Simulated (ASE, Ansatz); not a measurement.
# Twisted blue phosphorene bilayer, 27.80° (156 atoms): support functions against a reference, part 2 of 2

Aim: test how closely localised support functions follow the reference on twisted blue phosphorene bilayer, 27.80° (156 atoms), and at what cost. A setting counts as converged where the r.m.s. difference of forces stays under 1 % of the r.m.s. force.

Ansatz 0.2.0; Kohn-Sham DFT, PBE+D4, PAW (set soft_2), plane waves.

The cell: 156 P. Beside vacuum, support functions can miss their usual error bounds without a warning. Only the Γ point is sampled, in a cell whose shortest periodic width is 18 Å.

So far: Starting point; Plane-wave single point; Local order.

### 3. Local order (continued)

Local excerpt of 10 atoms (numbers count through the whole input) about P81, which bears the longest force; x, y, z are measured from there.

```
atom      x      y      z  distance (Å)  bonds  Löwdin charge (e)      Fx      Fy  Fz (eV/Å)
 P81   0.00   0.00   0.00          0.00      3               0.09   0.402   0.043      0.068
 P80  -1.81   0.47  -1.22          2.23      3               0.08  -0.345  -0.101     -0.179
 P82   0.53  -1.83  -1.24          2.27      3               0.08   0.105   0.041      0.010
 P84   1.35   1.38  -1.24          2.29      3               0.07  -0.230  -0.044      0.038
P149  -0.76  -3.18   0.02          3.27      3               0.08  -0.104  -0.032     -0.005
P141  -3.14  -0.92  -0.01          3.27      3               0.08   0.140   0.004      0.065
 P79  -2.36   2.28   0.00          3.28      3               0.09   0.156   0.059      0.077
 P87   2.39  -2.27   0.00          3.29      3               0.08  -0.116  -0.113     -0.007
 P83   0.82   3.20  -0.01          3.30      3               0.08  -0.065  -0.104      0.071
 P89   3.18   0.91  -0.01          3.30      3               0.09  -0.019   0.027      0.125
```

The column of bonds counts only the pairs P-P within 2.68 Å; other neighbours, such as metal atoms beside each other in a compound, aren't counted, and periodic images can show an atom twice.

### 4. Support functions medium

With localised support functions most steps grow linearly with size, though the diagonalisation grows faster unless the density matrix is cut; this run measures error and cost at this size.

This step: Kohn-Sham DFT, PBE+D4, PAW (set soft_2), localised support functions (medium) (Ansatz 0.2.0).

Input file input.yaml:

```yaml
crystal:
  lattice:
    - [20.4836, 0.0, 0.0]
    - [-10.2418, 17.73932, 0.0]
    - [0.0, 0.0, 17.96]
  atoms:
    [... the 156 atom lines of step 2 ...]
kpoints:
  mp_grid: { grid: [1, 1, 1] }
hamiltonian:
  xc: pbe
  dispersion: d4
scf:
  occupations: { method: fixed }
  eigensolver: { kind: { support_functions: { accuracy: medium } } }
  mixing: { beta: 0.4 }
  max_iter: 150
output:
  forces: true
  eigenvalues: true
```

Started as:

```console
> ansatz run input.yaml --threads 8 --pin off --max-ram 15872MiB --backend cpu --events-out ev --progress --plain --runs-dir out
```

Numbers of over 12 decimals in the logs are rounded to 6 here.

The log of the run:

```text
Warning: scf.eigensolver.kind.support_functions: disabling space-group detection — the functions' gradient is summed over unrotated k-points, so no spatial operation reduces the k-mesh or symmetrises the density; time reversal is kept, so that k and −k are solved as one point where they differ and the mesh holds both, and exact exchange and, on two spinor components, a DFT+U term hold to it where the run has them: [...]
settings of this run that can trade accuracy for cost: scf.eigensolver.kind.support_functions [...]
[...]
Crystal: 156 atoms, lattice volume = 6526.038 Å³
Basis set: ecut = 420 eV, 127561 PW (Γ), exchange–correlation on 288×288×250 points (8 copies of the dense FFT grid, shifted against one another)
Bands: 468, of which v1, the nominal top of the filled ones, is band 390 counted from 1 (389 counted from 0)
Symmetry: 1 space group operations
k-points: 1
[...]
SCF iter   1: F=—  HF=-117804.355647 eV  |F-HF|=—  |Δ(HF+E_count)|=         —  Δρ=2.50e-2  dr2=2.82e1  ethr=1.00e-1
[...]
SCF iter  12: F=-117925.255550 eV  HF=-117925.255550 eV  |F-HF|=5.69e-7  |Δ(HF+E_count)|=   2.65e-3  Δρ=3.23e-6  dr2=9.87e-7  ethr=5.52e-10
SCF 1 converged in 12 iterations: F = -117925.295861 eV  dr2 = 9.87e-7
[...]
SCF converged after 12 iterations
Stability not checked: this state was not tested for a lower state beside it, because the mixer in use, unlike msr1, does not test its closes by its own steps (another_mixer; see scf.mixing.algorithm and scf.lower_state_search)
Free energy (F): -117925.295861 eV
[...]
Internal energy: -117925.295861 eV  (E = F + TS)
E sigma→0 (E₀):  -117925.295861 eV
Fermi energy:    0.013684 eV
[...]
--- Forces (eV/Å), atoms counted from 1 ---
  atom   1  P     -0.12545388     0.10286455     0.14833309
  atom   2  P      0.18516512     0.11057482    -0.28925251
  atom   3  P      0.08264155     0.22177814     0.03070803
  atom   4  P     -0.07757272    -0.13694184    -0.12612707
  atom   5  P     -0.00662553    -0.22524248    -0.16930827
  atom   6  P     -0.05023140     0.14407167     0.22101998
  atom   7  P     -0.08855156     0.09863007     0.08221661
  atom   8  P      0.12019174    -0.08537831    -0.04290704
  atom   9  P     -0.21158598    -0.09303606    -0.27604478
  atom  10  P     -0.05739959     0.01888664     0.07675292
  atom  11  P     -0.02967456     0.05728346     0.01203659
  atom  12  P      0.00414518    -0.04888281     0.04066140
  atom  13  P      0.01118985    -0.22783497     0.13332436
  atom  14  P      0.01623854     0.13609843     0.08939227
[...]
atom 155  P     -0.16742474     0.03585000    -0.22348611
  atom 156  P     -0.16313343    -0.05303381     0.19092763
  max |Σ_I F_I| component: 1.60e-3 eV/Å
--- Band table (eV) ---
[...]
```

Run time: 1.9 min. Hardware: 8 threads of Arm Neoverse V1, shared host; peak memory 7.3 GiB.

The program notes that the band table was not solved further than the SCF left it and it switched symmetry off.

Keys that differ from the reference: support_functions.accuracy = "medium", scf.max_iter = 150 and scf.mixing.beta = 0.4.

Forces differ from the reference by 0.17 meV/Å r.m.s., 0.13 % of their size, well within a tolerance of 1 %; the energy by -0.42 meV/atom.

### 5. All settings compared

Differences are against the plane-wave reference (Kohn-Sham DFT, PBE+D4, PAW (set soft_2), plane waves), whose r.m.s. force component is 0.129 eV/Å. Energies are set beside the reference only for runs with its functional, potentials and electron count. Times are for 8 threads of Arm Neoverse V1, shared host. The reference's time includes the DOS and grids, which some other runs skip.

```
                     run  Δ force, r.m.s. (meV/Å)  share of r.m.s. force (%)  Δ energy (meV/atom)  Δ gap (eV)  cycles     time  host memory (GiB)
               reference                        -                          -                    -           -      11  1.9 min                8.4
support functions medium                    0.166                      0.129               -0.415     -2.0e-4      12  1.9 min                7.3
```

### 6. Results

```
free energy per atom                             : -755.9310 eV/atom
r.m.s. force component                           : 0.129 eV/Å
gap (highest filled to lowest empty level) : 1.454 eV
potential in mid-vacuum, over the Fermi level    : 5.665 eV
wall time of the 2 DFT runs                      : 3.9 min
```

Against plane waves at 420 eV, the forces differ by 0.17 meV/Å (0.13 %) with support functions medium. Differences between support functions and plane waves include what basis error the plane-wave run still has.

The highest filled and lowest empty levels differ by 1.45 eV at Γ alone; the mesh holds the band edges only if they fold onto it, so the gap at this level can be narrower or closed, while semilocal functionals tend to narrow gaps against experiment. The potential stands 5.66 eV above the highest filled level over the upper face and 5.67 eV under the lower one, a reading of the ionisation potential at this level on the run's k-points. With the cutoffs above, all P atoms have 3 bonded neighbours.

Caveats: The geometry was built by rule, was displaced at random and isn't relaxed at this level: its force components are 0.13 eV/Å r.m.s.

[Logs are printed without paths, hosts, clocks, repeated set-up lines and the standing remarks that a program may print on its own settings, such as how far it seeks lower states.]

[Hosts, paths, dates, database ids (printed as entryN), source tags and the programs' standing remarks are cut or masked in the printed files.]
